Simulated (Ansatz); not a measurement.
# 5-layer 1T-PtS2 (AA) in a perpendicular field

What dipole does a perpendicular field induce in the 5-layer 1T-PtS2 (AA), and does the gap follow? A positive field points along +c.

Calculated with Ansatz 0.2.0; plane-wave DFT, PBE-D3(BJ), Ansatz PAW.

The raw output is cut from this account; settings, times and results stay.

### Step 1. The starting structure

The cell holds 15 atoms: 10 S and 5 Pt. Cell: a = 3.570 Å, b = 3.570 Å, c = 75.170 Å, α = 90.0°, β = 90.0°, γ = 120.0°. Regions: layer 1: 1T-PtS2, 3 atoms (2 S and 1 Pt); layer 2: 1T-PtS2, 3 atoms (2 S and 1 Pt); layer 3: 1T-PtS2, 3 atoms (2 S and 1 Pt); layer 4: 1T-PtS2, 3 atoms (2 S and 1 Pt); layer 5: 1T-PtS2, 3 atoms (2 S and 1 Pt). Vacuum lies along c.

### Step 2. Relaxing the slab

The starting cell is a guess, so the in-plane lattice and the atoms are relaxed first, with the slab cut off from its images along the normal.

input.yaml

```yaml
crystal:
  lattice:
    - [3.57, 0.0, 0.0]
    - [-1.785, 3.0917106915, 0.0]
    - [0.0, 0.0, 75.1704319631]
  atoms:
    - { symbol: S, position: [0.6666666667, 0.3333333333, 0.353197385] }
    - { symbol: Pt, position: [0.0, 0.0, 0.3665941844] }
    - { symbol: S, position: [0.3333333333, 0.6666666667, 0.3799909838] }
    - { symbol: S, position: [0.6666666667, 0.3333333333, 0.4199002928] }
    - { symbol: Pt, position: [0.0, 0.0, 0.4332970922] }
    - { symbol: S, position: [0.3333333333, 0.6666666667, 0.4466938916] }
    - { symbol: S, position: [0.6666666667, 0.3333333333, 0.4866032006] }
    - { symbol: Pt, position: [0.0, 0.0, 0.5] }
    - { symbol: S, position: [0.3333333333, 0.6666666667, 0.5133967994] }
    - { symbol: S, position: [0.6666666667, 0.3333333333, 0.5533061084] }
    - { symbol: Pt, position: [0.0, 0.0, 0.5667029078] }
    - { symbol: S, position: [0.3333333333, 0.6666666667, 0.5800997072] }
    - { symbol: S, position: [0.6666666667, 0.3333333333, 0.6200090162] }
    - { symbol: Pt, position: [0.0, 0.0, 0.6334058156] }
    - { symbol: S, position: [0.3333333333, 0.6666666667, 0.646802615] }
  periodic: [true, true, false]
kpoints:
  mp_grid: { grid: [12, 12, 1] }
hamiltonian:
  xc: pbe
  dispersion: d3bj
scf:
  occupations: { method: fermi_dirac, width: 0.05 }
  convergence: { dr2_threshold: 1.0e-09 }
relax:
  f_tol: 0.004
  max_steps: 90
  cell: {}
output:
  write_potential: true
  write_density: true
  volumetric_format: npy
```

Launch:

```console
$ ansatz run input.yaml --threads 4 --pin off --max-ram 16384MiB --backend cpu --events-out ev --progress --plain --runs-dir out
```

Wall time 5.4 min (4 threads of Arm Neoverse V1, shared host); peak memory 2.5 GiB; 22 min of CPU time.

The steps of the relaxation:

| step | energy less that of the first step (eV) | largest force component (eV/Å) | volume (Å³) |
| --- | --- | --- | --- |
| 1 | 0.0000 | 3.0884 | 829.69 |
| 2 | -3.1483 | 0.4187 | 837.22 |
| 3 | -3.2578 | 0.1225 | 818.76 |
| 4 | -3.2857 | 0.0555 | 824.68 |
| 5 | -3.3050 | 0.0147 | 829.42 |
| 6 | -3.3082 | 0.0406 | 832.33 |
| 7 | -3.3095 | 0.0152 | 832.06 |
| 8 | -3.3102 | 0.0050 | 831.52 |
| 9 | -3.3103 | 0.0018 | 831.61 |
| 10* | -3.3104 | 0.0018 | 831.61 |

Relaxation steps marked * repeat the geometry before them on a plane-wave basis chosen anew for their cell, so energy and pressure can jump there.

The run keeps the 12 symmetry operations that the program found, so distortions that break them were not tested.

| cell as run | before | after | change |
| --- | --- | --- | --- |
| a (Å) | 3.570 | 3.574 | +0.1 % |
| b (Å) | 3.570 | 3.574 | +0.1 % |

The atoms that moved most (Å, along periodic axes as changes of fractional coordinates times the final cell, across vacuum about the mean position):

| atom | dx | dy | dz | length |
| --- | --- | --- | --- | --- |
| S3 | 0.000 | 0.000 | 0.840 | 0.840 |
| S13 | 0.000 | 0.000 | -0.840 | 0.840 |
| Pt14 | 0.000 | 0.000 | -0.645 | 0.645 |
| Pt2 | 0.000 | 0.000 | 0.645 | 0.645 |
| S6 | 0.000 | 0.000 | 0.535 | 0.535 |
| S10 | 0.000 | 0.000 | -0.535 | 0.535 |
| S15 | 0.000 | 0.000 | -0.418 | 0.418 |
| S1 | 0.000 | 0.000 | 0.418 | 0.418 |

Final coordinates:

```cif
data_structure
_symmetry_space_group_name_H-M 'P 1'
_symmetry_Int_Tables_number 1
_cell_length_a 3.5741
_cell_length_b 3.5741
_cell_length_c 75.1704
_cell_angle_alpha 90.000
_cell_angle_beta 90.000
_cell_angle_gamma 120.000
_cell_volume 831.61
loop_
_atom_site_label
_atom_site_type_symbol
_atom_site_fract_x
_atom_site_fract_y
_atom_site_fract_z
_atom_site_occupancy
S1 S 0.66667 0.33333 0.35876 1
Pt2 Pt 0.00000 0.00000 0.37518 1
S3 S 0.33333 0.66667 0.39117 1
S4 S 0.66667 0.33333 0.42158 1
Pt5 Pt 0.00000 0.00000 0.43770 1
S6 S 0.33333 0.66667 0.45381 1
S7 S 0.66667 0.33333 0.48388 1
Pt8 Pt 0.00000 0.00000 0.50000 1
S9 S 0.33333 0.66667 0.51612 1
S10 S 0.66667 0.33333 0.54619 1
Pt11 Pt 0.00000 0.00000 0.56230 1
S12 S 0.33333 0.66667 0.57842 1
S13 S 0.66667 0.33333 0.60883 1
Pt14 Pt 0.00000 0.00000 0.62482 1
S15 S 0.33333 0.66667 0.64124 1
```

Read from the output:

| Item | Value |
| --- | --- |
| energy at zero smearing | -71646.8987 eV |

The lattice constant a goes from 3.570 to 3.574 Å.

### Step 3. Single point, field 0, start network

A sawtooth potential applies the field, turning back in the middle of the vacuum. With the dipole correction the typed value is the field outside the slab. The induced dipole is small, so the SCF threshold is tight.

The cell differs from the one that the last finished run ended in (c 75.170 → 39.234 Å).

input.yaml

```yaml
crystal:
  lattice:
    - [3.5741459944, 0.0, 0.0]
    - [-1.7870729972, 3.095301228, 0.0]
    - [0.0, 0.0, 39.233619513]
  atoms:
    - { symbol: S, position: [0.6666666667, 0.3333333333, 0.2293950982] }
    - { symbol: Pt, position: [0.0, 0.0, 0.2608497299] }
    - { symbol: S, position: [0.3333333333, 0.6666666667, 0.2914780851] }
    - { symbol: S, position: [0.6666666667, 0.3333333333, 0.349755489] }
    - { symbol: Pt, position: [0.0, 0.0, 0.3806435093] }
    - { symbol: S, position: [0.3333333333, 0.6666666667, 0.4115066658] }
    - { symbol: S, position: [0.6666666667, 0.3333333333, 0.4691230404] }
    - { symbol: Pt, position: [0.0, 0.0, 0.5] }
    - { symbol: S, position: [0.3333333333, 0.6666666667, 0.5308769596] }
    - { symbol: S, position: [0.6666666667, 0.3333333333, 0.5884933342] }
    - { symbol: Pt, position: [0.0, 0.0, 0.6193564907] }
    - { symbol: S, position: [0.3333333333, 0.6666666667, 0.650244511] }
    - { symbol: S, position: [0.6666666667, 0.3333333333, 0.7085219149] }
    - { symbol: Pt, position: [0.0, 0.0, 0.7391502701] }
    - { symbol: S, position: [0.3333333333, 0.6666666667, 0.7706049018] }
kpoints:
  mp_grid: { grid: [18, 18, 1] }
  band_path:
    path: [[0, 0, 0], [0.5, 0, 0], [0.33333333, 0.33333333, 0], [0, 0, 0]]
    npoints: 16
hamiltonian:
  xc: pbe
  dispersion: d3bj
scf:
  occupations: { method: fermi_dirac, width: 0.02585 }
  convergence: { dr2_threshold: 1.0e-10 }
efield:
  axis: 3
  dipole_correction: true
  ramp_position: 0.97
  ramp_width: 0.06
  amplitude: 0
output:
  dos: { projected: true, e_range: [-6, 5] }
  write_potential: true
  write_density: true
  volumetric_format: npy
  elf: true
```

Run time: 1.9 min. Hardware: 4 threads; peak memory 2.2 GiB.

This step gave:

- dipole along the normal: 2.30e-6 e·Å
- gap along the path: 0.2960 eV
- smallest direct gap along the path: 0.9061 eV
- ionisation energy, upper face: 5.212 eV
- electron affinity, upper face: 4.916 eV
- gap, the smaller of path and mesh: 0.2960 eV

Running mean over a fixed 2.8 Å (it still follows the layers) of the planar mean; the ramp of the sawtooth is left out. The electron's electrostatic potential energy less the Fermi level by z:

| z (Å) | electron's electrostatic potential energy less the Fermi level (eV) |
| --- | --- |
| 4 | 5.09 |
| 5 | 5.09 |
| 6 | 5.05 |
| 7 | 4.36 |
| 8 | 0.471 |
| 9 | -5.82 |
| 10 | -10.2 |
| 11 | -8.69 |
| 12 | -3.69 |
| 13 | -3.28 |
| 14 | -7.93 |
| 15 | -10.4 |
| 16 | -7.21 |
| 17 | -3.18 |
| 18 | -4.28 |
| 19 | -9.42 |
| 20 | -10.1 |
| 21 | -5.39 |
| 22 | -3.04 |
| 23 | -5.85 |
| 24 | -10.2 |
| 25 | -9.08 |
| 26 | -3.88 |
| 27 | -3.17 |
| 28 | -7.51 |
| 29 | -10.3 |
| 30 | -7.34 |
| 31 | -0.755 |
| 32 | 3.71 |
| 33 | 5.02 |
| 34 | 5.08 |
| 35 | 5.09 |

The density of states has structure finer than the step of the table below, so its rows give means over 0.2 eV. Peaks (eV: height): -4.73: 28.7, -3.46: 33.4, -3.38: 37.6, -2.11: 19.5, -1.70: 22.4, -1.59: 21.6, 1.06: 25.1.

Density of states against energy, zero at the Fermi level of the run, which the smearing sets inside the gap; means over each step:

energy (eV), density of states (states/eV a cell) and a bar:
```
     -5.8       13.0 ##############
     -5.6        5.8 ######
     -5.4        9.0 ##########
     -5.2       12.6 ##############
     -5.0       16.9 ###################
     -4.8       22.5 #########################
     -4.6       19.2 #####################
     -4.4       11.7 #############
     -4.2        4.8 #####
     -4.0        2.8 ###
     -3.8        8.8 ##########
     -3.6       20.8 #######################
     -3.4       27.1 ##############################
     -3.2       13.1 ###############
     -3.0        9.9 ###########
     -2.8       11.3 ############
     -2.6       13.6 ###############
     -2.4       13.6 ###############
     -2.2       14.1 ################
     -2.0       16.2 ##################
     -1.8       14.3 ################
     -1.6       15.0 #################
     -1.4        6.8 ########
     -1.2        4.1 #####
     -1.0        3.6 ####
     -0.8        3.2 ####
     -0.6        2.5 ###
     -0.4        1.7 ##
     -0.2        0.4 
      0.0        0.0 
      0.2        2.4 ###
      0.4        6.9 ########
      0.6        8.1 #########
      0.8       11.1 ############
      1.0       15.2 #################
      1.2       11.6 #############
      1.4       15.2 #################
      1.6       13.3 ###############
      1.8       10.6 ############
      2.0        5.9 #######
```

Projected DOS per atom over height of the atomic layer and energy from the Fermi level. Layers: S Pt S S Pt S S Pt S S Pt S S Pt S from below.

Ten even steps from '0' (0.01 states/eV) to '9' (3.58 states/eV), each cell a mean:
```
000111111111000
222222212222222
222212212212222
222222222222222
110111111111011
000000000000000
000000000000000
000000000000000
000000000000000
211101101101112
323212212212323
222222222222222
232222222222232
121121121121121
161141141141161
171191191191171
000010010010000
040030030030040
262272272272262
241141141141142
120120020021021
232131121131232
```
Columns: height of the atomic layer (Å) from 9 to 30.2 (not evenly spaced); rows upwards: energy from the Fermi level (eV) from -5.96 to 2.14.

The electronic bands at the labelled points (eV, zero at the Fermi level of the run, which the smearing sets inside the gap):

| point | band 72 | band 73 | band 74 | band 75 | band 76 | band 77 | band 78 | band 79 |
| --- | --- | --- | --- | --- | --- | --- | --- | --- |
| Γ | -1.38 | -1.02 | -0.54 | -0.12 | 1.29 | 1.29 | 1.53 | 1.53 |
| halfway | -1.63 | -1.38 | -1.02 | -0.62 | 0.28 | 0.49 | 0.76 | 0.85 |
| M | -2.75 | -2.38 | -1.97 | -1.66 | 0.90 | 0.92 | 1.17 | 1.22 |
| halfway | -2.03 | -1.82 | -1.73 | -1.71 | 0.52 | 0.65 | 0.84 | 1.00 |
| K | -2.01 | -2.01 | -1.88 | -1.88 | 0.28 | 0.28 | 0.59 | 0.59 |
| halfway | -1.49 | -1.31 | -1.05 | -0.81 | 0.26 | 0.50 | 0.74 | 0.76 |
| Γ | -1.38 | -1.02 | -0.54 | -0.12 | 1.29 | 1.29 | 1.53 | 1.53 |

ELF in the ca plane at fractional y = 0.000, with atoms of Pt within 0.2 Å of it. It is the smooth field of the valence electrons, not physical close to the nuclei.

Ten even steps from '0' (0.00) to '9' (0.70), each cell a mean:
```
00000000000000000001358998642000135899864200
00000000000000000012334775432100234577543210
00000000000000001356764334565212566433456521
00000000000000014789985324798413798532479841
00000000000000025899985224898524898522489852
00000000000000013578875334787313687533478731
00000000000000000134544554453101344455445310
00000000000000000001346897432000134689743200
00000000000000000001369999742000136999974200
```
Columns run along c (16.0 Å, from fractional 0.04 to 0.45 of the cell), rows up along a (3.6 Å). Atoms in or near the plane, at fractional coordinates: Pt at (0.26, 0.00), Pt at (0.38, 0.00).

Valence density in the ca plane at fractional y = 0.000, with atoms of Pt within 0.2 Å of it. It is the smooth field of the valence electrons, not physical close to the nuclei.

Ten steps, logarithmic in the rise over the least value, from '0' (0 e/Å³) to '9' (11 e/Å³), each cell a mean:
```
00000000000000000001247998521000125799852100
00000000000000000001235776421000123577642110
00000000000000000011233343322111123334332211
00000000000000000012332222332211233222233221
00000000000000000012332222332212233222233221
00000000000000000012233333322111223333332211
00000000000000000001234554321101123455432110
00000000000000000001246887521000124788742100
00000000000000000001258999631000125899863100
```
Columns run along c (16.0 Å, from fractional 0.04 to 0.45 of the cell), rows up along a (3.6 Å). Atoms in or near the plane, at fractional coordinates: Pt at (0.26, 0.00), Pt at (0.38, 0.00).

Electrostatic potential energy in the ca plane at fractional y = 0.000, with atoms of Pt within 0.2 Å of it. With pseudopotentials it is smooth inside the atoms' cores, unlike the true potential.

Values in eV, 5 rows by 16 columns, each cell a mean:
```
 10  10  10  10  10  10  10   3 -47 -24   8   9  -8 -53  -8   9
 10  10  10  10  10  10   9   5  -1   2   7   8   4  -2   4   8
 10  10  10  10  10  10   8   3   6   4   5   6   3   6   3   6
 10  10  10  10  10  10   9   5 -11  -2   7   8   2 -13   2   8
 10  10  10  10  10  10  10   1 -56 -31   8   9 -13 -61 -12   9
```
Columns run along c (16.0 Å, from fractional 0.04 to 0.45 of the cell; values clipped at the 3rd and 97th percentile), rows up along a (3.6 Å). Atoms in or near the plane, at fractional coordinates: Pt at (0.26, 0.00), Pt at (0.38, 0.00).

The gap is 0.30 eV, with the valence edge 5.21 eV and the conduction edge 4.92 eV under the upper vacuum level. Spin-orbit coupling, left out in this run, matters for the bands of elements this heavy.

### Step 4. Atoms held, field 0.1 V/Å

input.yaml: that of step 3 with these lines changed.

```diff
@@ -35,7 +35,6 @@
   dipole_correction: true
-  ramp_position: 0.97
-  ramp_width: 0.06
-  amplitude: 0
+  ramp_position: 0.9681
+  ramp_width: 0.0637
+  amplitude: 0.1
 output:
-  dos: { projected: true, e_range: [-6, 5] }
   write_potential: true
@@ -43,2 +42 @@
   volumetric_format: npy
-  elf: true
```

Wall time 2 min (4 threads); peak memory 2.1 GiB.

The dipole is 0.136 e·Å, and the gap 0.291 eV.

### Step 5. Atoms held, field -0.1 V/Å

input.yaml: that of step 4 with these lines changed.

```diff
@@ -37,3 +37,3 @@
   ramp_width: 0.0637
-  amplitude: 0.1
+  amplitude: -0.1
 output:
```

It took 2 min on 4 threads; peak memory 2.1 GiB.

The dipole is -0.136 e·Å, and the gap 0.291 eV.

### Step 6. Atoms held, field 0.2 V/Å

input.yaml: that of step 5 with these lines changed.

```diff
@@ -37,3 +37,3 @@
   ramp_width: 0.0637
-  amplitude: -0.1
+  amplitude: 0.2
 output:
```

Wall time 2.1 min (4 threads); peak memory 2.1 GiB; 8.3 min of CPU time.

The dipole is 0.271 e·Å, and the gap 0.278 eV.

### Step 7. Atoms held, field 0.3 V/Å

input.yaml: that of step 6 with these lines changed.

```diff
@@ -35,5 +35,5 @@
   dipole_correction: true
-  ramp_position: 0.9681
-  ramp_width: 0.0637
-  amplitude: 0.2
+  ramp_position: 0.9663
+  ramp_width: 0.0674
+  amplitude: 0.3
 output:
```

It took 2.1 min on 4 threads; peak memory 2.1 GiB; 8.1 min of CPU time.

The dipole is 0.407 e·Å, and the gap 0.257 eV.

### Step 8. Response, atoms held

This step: plane-wave DFT, PBE-D3(BJ), Ansatz PAW; response to a field along the normal, atoms held (Ansatz 0.2.0).

The dipoles give the slope, and the difference of two potentials shows where the field is screened.

Numbers from this step:

| Quantity | Value |
| --- | --- |
| equivalent conductor thickness p/(ε₀AE) | 22.18 Å |
| distance between the outer atoms | 21.23 Å |

The dipole of the cell by applied field:

| applied field (V/Å) | dipole of the cell (e·Å) |
| --- | --- |
| -0.100 | -0.136 |
| 0.000 | 2.3e-6 |
| 0.100 | 0.136 |
| 0.200 | 0.271 |
| 0.300 | 0.407 |

Local field over the applied field, running mean. From the potentials at -0.1 and 0.1 V/Å; running mean over 2.8 Å. Local field over applied field against z:

z (Å), local field over applied field and a bar:
```
        5      0.996 ##############################
        6      0.965 #############################
        7      0.810 ########################
        8      0.507 ###############
        9      0.198 #####
       10      0.041 #
       11      0.045 #
       12      0.082 ##
       13      0.085 ##
       14      0.048 #
       15      0.021 
       16      0.050 #
       17      0.080 ##
       18      0.069 #
       19      0.032 
       20      0.025 
       21      0.061 #
       22      0.082 ##
       23      0.058 #
       24      0.023 
       25      0.038 #
       26      0.078 ##
       27      0.088 ##
       28      0.055 #
       29      0.032 
       30      0.143 ####
       31      0.428 #############
       32      0.747 ######################
       33      0.946 ############################
       34      0.993 ##############################
```

Electrons, planar mean, per unit field. Table of induced electron density by z:

| z (Å) | induced electron density (e/Å³ per V/Å) |
| --- | --- |
| 5 | 1.5e-5 |
| 6 | 1.4e-4 |
| 7 | 9.6e-4 |
| 8 | 0.00337 |
| 9 | 0.00137 |
| 10 | -2.3e-5 |
| 11 | -2.3e-4 |
| 12 | -3.0e-4 |
| 13 | 3.1e-4 |
| 14 | 5.3e-4 |
| 15 | -2.4e-5 |
| 16 | -6.8e-4 |
| 17 | -2.2e-4 |
| 18 | 3.4e-4 |
| 19 | -3.5e-5 |
| 20 | 7.3e-5 |
| 21 | -5.8e-4 |
| 22 | 4.0e-5 |
| 23 | 6.5e-4 |
| 24 | -1.6e-5 |
| 25 | -7.9e-5 |
| 26 | -3.5e-4 |
| 27 | 2.7e-4 |
| 28 | 6.6e-4 |
| 29 | 1.5e-5 |
| 30 | -0.00112 |
| 31 | -0.00313 |
| 32 | -0.00144 |
| 33 | -2.2e-4 |
| 34 | -2.5e-5 |

The smaller of the gaps on the path and on the k-mesh, counted as 0 under 0.03 eV. Table of gap by applied field:

| applied field (V/Å) | gap (eV) |
| --- | --- |
| -0.100 | 0.291 |
| 0.000 | 0.296 |
| 0.100 | 0.291 |
| 0.200 | 0.278 |
| 0.300 | 0.257 |

By hand: between -0.1 and 0.1 V/Å the dipole changes by 0.2712 e·Å, a slope of 1.356 e·Å²/V. A perfect conductor of thickness t has p = ε₀AEt, so t = 180.95 × 1.356 / 11.063 = 22.18 Å (e/ε₀ = 180.95 V·Å, A in Å²).

The induced dipole is that of a conductor 22.18 Å thick.

### Step 9. Results

* gap without field: 0.296 eV
* ionisation energy, upper face: 5.21 eV
* electron affinity, upper face: 4.92 eV
* equivalent conductor thickness, atoms held: 22.2 Å

What this shows: The induced dipole equals that of a perfect conductor 22.18 Å thick, while the outer atoms lie 21.23 Å apart; an out-of-plane ε follows only once a thickness t is chosen, by 1 − 1/ε = 22.18 Å / t. The gap goes from 0.30 eV to 0.26 eV at 0.3 V/Å. Semilocal functionals give gaps that are too small, and excitons are not included. Spin-orbit coupling is left out, which matters for the bands of elements this heavy.

[Long decimals in the printed logs are rounded to 6 places.]

[Logs are printed without paths, hosts, clocks, repeated set-up lines and the standing remarks that a program may print on its own settings, such as how far it seeks lower states.]

[Hosts, paths, dates, database ids (printed as entryN), source tags and the programs' standing remarks are cut or masked in the printed files.]

[Maps of the electrostatic potential energy from Ansatz leave out the sawtooth potential of an applied field or a dipole correction, so their vacuum need not be flat; planar profiles and work functions include it.]

[The density of states shown here was stored with 400 of the rows of the run's finer table, so its peaks can read low, often by over a quarter, or be missed, and its means over a window can be off by a tenth or more.]
